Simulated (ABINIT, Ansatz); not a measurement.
# H4C (I-43m): third-order response, part 3 of 4

Aim: Raman and infrared lines of H4C (I-43m).

ABINIT 10.8.3; DFT LDA, scalar-relativistic, plane waves, PseudoDojo norm-conserving pseudopotentials.

So far. Step 2 (Relaxing the cell and atoms): The volume changes by -0.4 % from the cell with which this run began. Step 5 (Zone-centre response): The acoustic modes at Γ come out as far as 0.7 cm⁻¹ from zero, where they should vanish, a small numerical error; the Born charges miss their sum rule by 2.6e-4 e, which is good. The relaxed cell has a = 4.251 Å (conventional setting).

## Step 6: Modes with the sum rule

anaddb reads the merged derivatives, imposes the acoustic sum rule and charge neutrality, and adds the LO-TO term along chosen directions.

Contents of anaddb.abi:

```
ddb_filepath "gamma_DDB"
output_file "anaddb.abo"
outdata_prefix "anaddb"
asr 1
chneut 1
enunit 2
eivec 1
nph1l 1
qph1l 0.0 0.0 0.0 1.0
dieflag 1
nph2l 3
qph2l 
    1.0 0.0 0.0 0.0
    0.0 0.0 1.0 0.0
    1.0 1.0 1.0 0.0
nlflag 1
ramansr 1
alphon 1
prtmbm 1
```

Contents of mrgddb.in:

```
gamma_DDB
merged
3
dfpt_gammao_DS2_DDB
dfpt_gammao_DS3_DDB
gso_DDB
```

The run is started by

```sh
> mrgddb < mrgddb.in > mrgddb.log
> OMP_NUM_THREADS=1 anaddb anaddb.abi > anaddb.log
```

anaddb.abo, the main output file:

```text
[banners, grids, parts of the stress and lines that vanish by symmetry left out]
-outvars_anaddb: echo values of input variables ----------------------

 Flags :
[...]
Dielectric Tensor and Effective Charges
[...]
Effective charge tensors after
[...]
1          1       -0.020449027       -0.011689783        0.011689783
[...]
1          2       -0.015811603       -0.011689783        0.012062384
[...]
1          3        0.015811603        0.012062384       -0.011689783
[...]
2          1        0.020449026       -0.011689783       -0.011689783
[...]
2          2       -0.015811603        0.011689783        0.012062384
[...]
2          3       -0.015811603        0.012062384        0.011689783
[...]
3          1       -0.020449026        0.011689783       -0.011689783
[...]
3          2        0.015811603       -0.011689783        0.012062384
[...]
3          3       -0.015811603        0.012062384       -0.011689783
[...]
4          1        0.020449027        0.011689783        0.011689783
[...]
4          2        0.015811603        0.011689783        0.012062384
[...]
4          3        0.015811603        0.012062384        0.011689783
[...]
5          1        0.000000000       -0.000000000       -0.000000000
[...]
5          2       -0.000000000        0.000000000       -0.048249537
[...]
5          3        0.000000000       -0.048249537        0.000000000
[...]
Phonon wavevector (reduced coordinates) :  0.00000  0.00000  0.00000
 Phonon energies in Hartree :
[...]
Phonon energies in meV     :
-  0.000000E+00  0.000000E+00  0.000000E+00  2.585653E+01  2.585653E+01
-  2.585653E+01  1.533724E+02  1.533724E+02  1.533724E+02  1.779631E+02
-  1.779631E+02  3.607943E+02  3.787737E+02  3.787737E+02  3.787737E+02
 Phonon frequencies in cm-1    :
-  0.000000E+00  0.000000E+00  0.000000E+00  2.085470E+02  2.085470E+02
-  2.085470E+02  1.237032E+03  1.237032E+03  1.237032E+03  1.435369E+03
-  1.435369E+03  2.910002E+03  3.055016E+03  3.055016E+03  3.055016E+03
 Phonon frequencies in Thz     :
-  0.000000E+00  0.000000E+00  0.000000E+00  6.252081E+00  6.252081E+00
-  6.252081E+00  3.708529E+01  3.708529E+01  3.708529E+01  4.303129E+01
-  4.303129E+01  8.723967E+01  9.158706E+01  9.158706E+01  9.158706E+01
 Phonon energies in Kelvin  :
-  0.000000E+00  0.000000E+00  0.000000E+00  3.000526E+02  3.000526E+02
-  3.000526E+02  1.779813E+03  1.779813E+03  1.779813E+03  2.065176E+03
-  2.065176E+03  4.186844E+03  4.395486E+03  4.395486E+03  4.395486E+03
[...]
-  1  1.37854322E-06 -1.41814989E-05 -5.84761978E-03
-     0.00000000E+00  0.00000000E+00  0.00000000E+00
-  2  1.37854281E-06 -1.41813283E-05 -5.84761978E-03
-     0.00000000E+00  0.00000000E+00  0.00000000E+00
-  3  1.37871331E-06 -1.41814988E-05 -5.84761978E-03
-     0.00000000E+00  0.00000000E+00  0.00000000E+00
-  4  1.37871373E-06 -1.41813284E-05 -5.84761978E-03
-     0.00000000E+00  0.00000000E+00  0.00000000E+00
-  5  1.37862823E-06 -1.41814132E-05 -5.84761960E-03
-     0.00000000E+00  0.00000000E+00  0.00000000E+00
[...]
-  1  2.36914162E-06  5.84761947E-03 -1.41807690E-05
-     0.00000000E+00  0.00000000E+00  0.00000000E+00
-  2  2.36931212E-06  5.84761947E-03 -1.41809395E-05
-     0.00000000E+00  0.00000000E+00  0.00000000E+00
-  3  2.36931253E-06  5.84761947E-03 -1.41807691E-05
-     0.00000000E+00  0.00000000E+00  0.00000000E+00
-  4  2.36914203E-06  5.84761947E-03 -1.41809396E-05
-     0.00000000E+00  0.00000000E+00  0.00000000E+00
-  5  2.36922700E-06  5.84761929E-03 -1.41808538E-05
-     0.00000000E+00  0.00000000E+00  0.00000000E+00
[...]
-  1  5.84763650E-03 -2.36596202E-06  1.38445505E-06
-     0.00000000E+00  0.00000000E+00  0.00000000E+00
-  2  5.84763650E-03 -2.36579156E-06  1.38445512E-06
-     0.00000000E+00  0.00000000E+00  0.00000000E+00
-  3  5.84763650E-03 -2.36579152E-06  1.38428455E-06
-     0.00000000E+00  0.00000000E+00  0.00000000E+00
-  4  5.84763650E-03 -2.36596206E-06  1.38428462E-06
-     0.00000000E+00  0.00000000E+00  0.00000000E+00
[...]
-  4  6.09782153E-03  6.56947387E-03  6.56932616E-03
[...]
-  5 -2.04756081E-03  6.41451686E-07  0.00000000E+00
[...]
-     1         -0.000000     0.000000    -0.000000     0.000000
-     2         -0.000000     0.000000     0.000000     0.000000
[...]
-    14          0.000000     0.013925     0.000000     0.013925
-    15          0.013925     0.000000    -0.000000     0.013925
[...]
-   1     Real    0.0000E+00  0.0000E+00  0.0000E+00  0.0000E+00  0.0000E+00  0.0000E+00  0.0000E+00
[...]
-   2     Real    0.0000E+00  0.0000E+00  0.0000E+00  0.0000E+00  0.0000E+00  0.0000E+00  0.0000E+00
[...]
-   3     Real    0.0000E+00  0.0000E+00  0.0000E+00  0.0000E+00  0.0000E+00  0.0000E+00  0.0000E+00
[...]
-   4     Real    0.0000E+00  0.0000E+00  0.0000E+00  0.0000E+00  0.0000E+00  0.0000E+00  0.0000E+00
[...]
-   5     Real    0.0000E+00  0.0000E+00  0.0000E+00  0.0000E+00  0.0000E+00  0.0000E+00  0.0000E+00
[...]
-   6     Real    0.0000E+00  0.0000E+00  0.0000E+00  0.0000E+00  0.0000E+00  0.0000E+00  0.0000E+00
[...]
-   7     Real    0.0000E+00  0.0000E+00  1.9060E-05  0.0000E+00  0.0000E+00  0.0000E+00  1.9060E-05
[...]
-   8     Real    0.0000E+00  1.9060E-05  0.0000E+00  0.0000E+00  0.0000E+00  0.0000E+00  1.9060E-05
[...]
-   9     Real    1.9060E-05  0.0000E+00  0.0000E+00  0.0000E+00  0.0000E+00  0.0000E+00  1.9060E-05
[...]
-  10     Real    0.0000E+00  0.0000E+00  0.0000E+00  0.0000E+00  0.0000E+00  0.0000E+00  0.0000E+00
[...]
-  11     Real    0.0000E+00  0.0000E+00  0.0000E+00  0.0000E+00  0.0000E+00  0.0000E+00  0.0000E+00
[...]
-  13     Real    0.0000E+00  0.0000E+00  9.6660E-08  0.0000E+00  0.0000E+00  0.0000E+00  9.6660E-08
[...]
-  14     Real    0.0000E+00  9.6660E-08  0.0000E+00  0.0000E+00  0.0000E+00  0.0000E+00  9.6660E-08
[...]
-  15     Real    9.6660E-08  0.0000E+00  0.0000E+00  0.0000E+00  0.0000E+00  0.0000E+00  9.6660E-08
[...]
-        -0.000000000       0.000000000      -0.000000000
-         0.000000000      -0.000000000       0.000000000
-        -0.000000000       0.000000000      -0.000000000
[...]
-         0.000000000       0.000837750      -0.000000000
-         0.000837750      -0.000000000      -0.000000000
-        -0.000000000      -0.000000000      -0.000000000
[...]
Phonon at Gamma, with non-analyticity in the
[...]
Phonon energies in Hartree :
[...]
Phonon energies in meV     :
-  0.000000E+00  0.000000E+00  0.000000E+00  2.585653E+01  2.585653E+01
-  2.585653E+01  1.533724E+02  1.533724E+02  1.543833E+02  1.779631E+02
-  1.779631E+02  3.607943E+02  3.787737E+02  3.787737E+02  3.787757E+02
 Phonon frequencies in cm-1    :
-  0.000000E+00  0.000000E+00  0.000000E+00  2.085470E+02  2.085470E+02
[...]
Phonon frequencies in Thz     :
[...]
Phonon energies in Kelvin  :
[...]
-  1  6.59654894E-07 -2.21673542E-05 -5.84759509E-03
[...]
-  2  6.59654248E-07 -2.21671837E-05 -5.84759509E-03
[...]
-  3  6.59824748E-07 -2.21673542E-05 -5.84759509E-03
[...]
-  4  6.59825394E-07 -2.21671837E-05 -5.84759509E-03
[...]
Phonon at Gamma, with non-analyticity in the
[...]
Phonon energies in Hartree :
[...]
Phonon energies in meV     :
[...]
Phonon frequencies in cm-1    :
[...]
Phonon frequencies in Thz     :
[...]
Phonon energies in Kelvin  :
[...]
Phonon at Gamma, with non-analyticity in the
[...]
Phonon energies in Hartree :
[...]
Phonon energies in meV     :
[...]
Phonon frequencies in cm-1    :
[...]
Phonon frequencies in Thz     :
[...]
Phonon energies in Kelvin  :
[...]
-  3.000526E+02  1.779813E+03  1.779813E+03  1.791544E+03  2.065176E+03
-  2.065176E+03  4.186844E+03  4.395486E+03  4.395486E+03  4.395510E+03
[...]
-  4  1.11095432E-02  1.11095432E-02  1.11095432E-02
[...]
-  5 -1.18244842E-03 -1.18244842E-03 -1.18244841E-03
[...]
-         0.009363801      -0.000000000       0.009363801
-         0.009363801       0.009363801      -0.000000000
[...]
Direction                     Dielectric constant
[...]
0.00000   0.00000   1.00000      2.22903019
   1.00000   1.00000   1.00000      2.22903019
-
```

Elapsed: 1.8 s, on 1 thread of Intel Xeon Platinum 8259CL at 2.50GHz (Skylake/Cascade Lake), shared host.

This step gave:

```yaml
mean_static_dielectric_constant: 2.229
highest_mode_moved_by_the_lo_to_term: 1245 cm⁻¹
```

No LO-TO term; unit eigenvectors of the mass-weighted matrix, from anaddb's displacements. Modes at Γ, with each element's share of the kinetic energy:

| mode | frequency (cm⁻¹) | symmetry | H % | C % |
| --- | --- | --- | --- | --- |
| 1 | 0.0 | acoustic | 25 | 75 |
| 2 | 0.0 | acoustic | 25 | 75 |
| 3 | 0.0 | acoustic | 25 | 75 |
| 4 | 208.5 | T1 | 100 | 0 |
| 5 | 208.5 | T1 | 100 | 0 |
| 6 | 208.5 | T1 | 100 | 0 |
| 7 | 1237.0 | T2 | 84 | 16 |
| 8 | 1237.0 | T2 | 84 | 16 |
| 9 | 1237.0 | T2 | 84 | 16 |
| 10 | 1435.4 | E | 100 | 0 |
| 11 | 1435.4 | E | 100 | 0 |
| 12 | 2910.0 | A1 | 100 | 0 |
| 13 | 3055.0 | T2 | 91 | 9 |
| 14 | 3055.0 | T2 | 91 | 9 |
| 15 | 3055.0 | T2 | 91 | 9 |

Displacements in mode 6 (208.5 cm⁻¹), the largest set to 1:
```
H1   1.00 -1.00  0.00
H2   1.00  1.00  0.00
H3  -1.00 -1.00  0.00
H4  -1.00  1.00  0.00
C5   0.00  0.00  0.00
```

Displacements in mode 12 (2910.0 cm⁻¹), the largest set to 1:
```
H1   1.00  1.00 -1.00
H2  -1.00  1.00  1.00
H3   1.00 -1.00  1.00
H4  -1.00 -1.00 -1.00
C5   0.00  0.00  0.00
```

From anaddb's Raman susceptibilities, degenerate modes summed; transverse modes, the longitudinal lines of polar modes are not listed. Lines of the Raman spectrum (strongest = 100):

| position (cm⁻¹) | lines merged | Raman activity (Å⁴/amu), powder, relative |
| --- | --- | --- |
| 209 | 3 | 0.0 |
| 1237 | 3 | 0.2 |
| 1435 | 2 | 1.1 |
| 2910 | 1 | 100 |
| 3055 | 3 | 72 |

Static dielectric tensor (ions relaxed, fixed cell):

```
2.23 0.00 0.00
0.00 2.23 0.00
0.00 0.00 2.23
```

Non-linear optical d (pm/V). Tensor:

| field along | xx | yy | zz | yz | xz | xy |
| --- | --- | --- | --- | --- | --- | --- |
| x | 0 | 0 | 0 | 0.131 | 0 | 0 |
| y | 0 | 0 | 0 | 0 | 0.131 | 0 |
| z | 0 | 0 | 0 | 0 | 0 | 0.131 |

The rule moves no optical mode by more than 0.1 cm⁻¹.

(Continued in part 4 of 4.)

[Host names and launcher messages were left out of these logs when they were recorded.]

[Logs are printed without paths, hosts, clocks, repeated set-up lines and the standing remarks that a program may print on its own settings, such as how far it seeks lower states.]

[Hosts, paths, dates, database ids (printed as entryN), source tags and the programs' standing remarks are cut or masked in the printed files.]
